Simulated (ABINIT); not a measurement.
# KMgH3 (Pm-3m): G0W0 in ABINIT against the screening cutoff in the self-energy, part 2 of 2

Wanted: the cheapest screening cutoff in the self-energy that holds the gap of KMgH3 (Pm-3m).

ABINIT 10.8.3; LDA and many-body steps on it, plane waves. Known limits of the many-body steps: not at the basis limit; coarse k mesh.

So far. Step 2 (Screening, 2×2×2 mesh, 116 bands, screening to 176.9 eV): Local fields lower ε∞ by 11 %. On a Γ-centred mesh this coarse the value itself is usually too large, while a short band sum pulls it down. Step 5 (2.3 Ha): The gap on the mesh goes from 2.05 eV to 4.09 eV, a correction of +2.04 eV.

**6. 3.2 Ha**

Level of this step: G0W0 on LDA, plane waves, norm-conserving pseudopotentials (ABINIT).

run.abi

```
acell 3*1.0 Angstrom
rprim 
  4.025000000000 0.000000000000 0.000000000000
  0.000000000000 4.025000000000 0.000000000000
  0.000000000000 0.000000000000 4.025000000000
ntypat 3
znucl 19 12 1
natom 5
typat 1 2 3 3 3
xred 
  0.000000000000 0.000000000000 0.000000000000
  0.500000000000 0.500000000000 0.500000000000
  0.000000000000 0.500000000000 0.500000000000
  0.500000000000 0.000000000000 0.500000000000
  0.500000000000 0.500000000000 0.000000000000
pp_dirpath "pseudos"
pseudos "K.upf, Mg.upf, H.upf"
ecut 38
ngkpt 2 2 2
nshiftk 1
shiftk 0 0 0
kptopt 1
chksymbreak 0
istwfk *1
occopt 1
irdwfk 1
optdriver 4
nband 116
gwcalctyp 0
ecutsigx 38
symsigma 1
nkptgw 3
kptgw 
  0.5000000000 0.0000000000 0.0000000000
  0.5000000000 0.5000000000 0.5000000000
  0.0000000000 0.0000000000 0.0000000000
bdgw 
  10 13
  9 15
  10 14
ecuteps 3.2
irdscr 1
ppmodel 1
indata_prefix "in"
outdata_prefix "out"
tmpdata_prefix "tmp"
```

Launch:

```console
> OMP_NUM_THREADS=1 mpirun -n 4 abinit run.abi > log
```

Log:

```text
.Version 10.8.3 of ABINIT. v10.8.2 released Aug 2026.

 Symmetries : space group Pm -3 m (#221); Bravais cP (primitive cubic)
[... echo of the input left out ...]
== DATASET  1 ==================================================================
-   mpi_nproc: 4, omp_nthreads: 1 (-1 if OMP is not activated)

--- !DatasetInfo
iteration_state: {dtset: 1, }
dimensions: {natom: 5, nkpt: 4, mband: 116, nsppol: 1, nspinor: 1, nspden: 1, mpw: 4950, }
cutoff_energies: {ecut:  38.0, pawecutdg:  -1.0, }
[...]
Band     E0 <VxcDFT>   SigX SigC(E0)      Z dSigC/dE  Sig(E)    E-E0       E
[...]
13   7.350  -9.313  -4.160  -3.867   0.812  -0.232  -8.269   1.044   8.394
       14   7.350  -9.313  -4.160  -3.867   0.812  -0.232  -8.269   1.044   8.394

== END DATASET(S) ==============================================================
================================================================================

 -outvars: echo values of variables after computation  --------
           etotal      0.0000000000E+00
            nband         116
             nkpt           4
          spgroup         221
 [... the other variables as echoed above ...]

 Calculation completed.
```

Wall time 5.3 s (4 MPI ranks of Arm Neoverse V1, shared host); peak memory 0.64 GiB; 21 s of CPU time.

Numbers from this step:

```yaml
g0w0_gap_on_the_points_computed: 4.143 eV
starting_gap_on_the_mesh: 2.048 eV
k_of_the_valence_top: 0.5, 0, 0
k_of_the_conduction_bottom: 0.5, 0.5, 0.5
least_direct_g0w0_gap_on_the_computed_points: 6.351 eV
```

Against the run before, the gap moves by +0.053 eV.

**7. 4.9 Ha**

Changes to run.abi since step 6:

```diff
@@ -40,3 +40,3 @@
   10 14
-ecuteps 3.2
+ecuteps 4.9
 irdscr 1
```

Log:

```text
.Version 10.8.3 of ABINIT. v10.8.2 released Aug 2026.

 Symmetries : space group Pm -3 m (#221); Bravais cP (primitive cubic)
[... echo of the input left out ...]
== DATASET  1 ==================================================================
-   mpi_nproc: 4, omp_nthreads: 1 (-1 if OMP is not activated)

--- !DatasetInfo
iteration_state: {dtset: 1, }
dimensions: {natom: 5, nkpt: 4, mband: 116, nsppol: 1, nspinor: 1, nspden: 1, mpw: 4950, }
cutoff_energies: {ecut:  38.0, pawecutdg:  -1.0, }
[...]
Band     E0 <VxcDFT>   SigX SigC(E0)      Z dSigC/dE  Sig(E)    E-E0       E
[...]
13   7.350  -9.313  -4.160  -3.853   0.811  -0.232  -8.258   1.055   8.405
       14   7.350  -9.313  -4.160  -3.853   0.811  -0.232  -8.258   1.055   8.405

== END DATASET(S) ==============================================================
================================================================================

 -outvars: echo values of variables after computation  --------
           etotal      0.0000000000E+00
            nband         116
             nkpt           4
          spgroup         221
 [... the other variables as echoed above ...]

 Calculation completed.
```

The job ended after 10 s (4 MPI ranks; peak memory 0.69 GiB).

This step gave:

```
G0W0 gap on the points computed              : 4.221 eV
starting gap on the mesh                     : 2.048 eV
k of the valence top                         : 0.5, 0, 0
k of the conduction bottom                   : 0.5, 0.5, 0.5
least direct G0W0 gap on the computed points : 6.395 eV
```

Against the run before, the gap moves by +0.078 eV.

**8. 6.5 Ha**

Changes to run.abi since step 7:

```diff
@@ -40,3 +40,3 @@
   10 14
-ecuteps 4.9
+ecuteps 6.5
 irdscr 1
```

Log:

```text
.Version 10.8.3 of ABINIT. v10.8.2 released Aug 2026.

 Symmetries : space group Pm -3 m (#221); Bravais cP (primitive cubic)
[... echo of the input left out ...]
== DATASET  1 ==================================================================
-   mpi_nproc: 4, omp_nthreads: 1 (-1 if OMP is not activated)

--- !DatasetInfo
iteration_state: {dtset: 1, }
dimensions: {natom: 5, nkpt: 4, mband: 116, nsppol: 1, nspinor: 1, nspden: 1, mpw: 4950, }
cutoff_energies: {ecut:  38.0, pawecutdg:  -1.0, }
[...]
Band     E0 <VxcDFT>   SigX SigC(E0)      Z dSigC/dE  Sig(E)    E-E0       E
[...]
13   7.350  -9.313  -4.160  -3.851   0.811  -0.233  -8.256   1.056   8.407
       14   7.350  -9.313  -4.160  -3.851   0.811  -0.233  -8.256   1.056   8.407

== END DATASET(S) ==============================================================
================================================================================

 -outvars: echo values of variables after computation  --------
           etotal      0.0000000000E+00
            nband         116
             nkpt           4
          spgroup         221
 [... the other variables as echoed above ...]

 Calculation completed.
```

Wall time 17 s (4 MPI ranks); peak memory 0.76 GiB; 66 s of CPU time.

This step gave:

- G0W0 gap on the points computed: 4.238 eV
- starting gap on the mesh: 2.048 eV
- k of the valence top: 0.5, 0, 0
- k of the conduction bottom: 0.5, 0.5, 0.5
- least direct G0W0 gap on the computed points: 6.405 eV

Against the run before, the gap moves by +0.017 eV.

**9. The runs together**

Times are wall times on 4 MPI ranks of Arm Neoverse V1, shared host, good to a factor of about two. A run's time includes the screening step that it read.

```
   run   mesh  bands  screening cutoff (eV)  DFT gap (eV)  gap on the mesh (eV)  direct (eV)  ε∞ used  time
0.7 Ha  2×2×2    116                     19         2.048                 4.143        6.404     4.40  13 s
1.3 Ha  2×2×2    116                   35.4         2.048                 4.089        6.361     4.40  12 s
2.3 Ha  2×2×2    116                   62.6         2.048                 4.090        6.326     4.40  13 s
3.2 Ha  2×2×2    116                   87.1         2.048                 4.143        6.351     4.40  14 s
4.9 Ha  2×2×2    116                  133.3         2.048                 4.221        6.395     4.40  19 s
6.5 Ha  2×2×2    116                  176.9         2.048                 4.238        6.405     4.40  25 s
```

**10. What came out**

```json
{
 "0.7 Ha": "4.143 eV",
 "1.3 Ha": "4.089 eV",
 "2.3 Ha": "4.090 eV",
 "3.2 Ha": "4.143 eV",
 "4.9 Ha": "4.221 eV",
 "6.5 Ha": "4.238 eV",
 "known limits": "not at the basis limit; coarse k mesh"
}
```

In words: The setting moved: screening cutoff in the self-energy. From 0.7 Ha to 6.5 Ha the gap moves by +0.09 eV, for 2.0 times the time, not steadily: it passes through 4.09 eV. The last step still moves it by +0.017 eV. Bands and screening cutoff are coupled, so a series along one setting does not show full convergence. Bands and cutoff are finite, so the gap is not at the basis limit. The miss can reach some tenths of an eV and take either sign; the mesh is an error of its own. In the G0W0 runs levels were corrected at 3 k points alone, so a gap called «on the mesh» is the least over those, and an edge elsewhere would be missed. The 2×2×2 mesh is coarse for this cell, which bears on the long-range parts of exchange and screening. This is the ideal cubic cell; many perovskites, halides above all, are cubic only on average, and local tilts or off-centring can widen the gap.

[Paths, hosts, dates, memory and timing lines, banners, echoed tables and standing remarks are left out of the program output.]

[Logs are printed without paths, hosts, clocks, repeated set-up lines and the standing remarks that a program may print on its own settings, such as how far it seeks lower states.]

[Runs of the session that timed out or met a known fault of the program may be left out.]

[Hosts, paths, dates, database ids (printed as entryN), source tags and the programs' standing remarks are cut or masked in the printed files.]

[G0W0 gaps are taken among the corrected bands and points alone; a level outside them can change the order at an edge.]

[Where Ansatz stands beside ABINIT at settings called matched, ABINIT's density can come from a denser mesh and the files from another edition; pairs whose starting gaps differed by over 0.03 eV were left out, so agreement reads better than it is.]
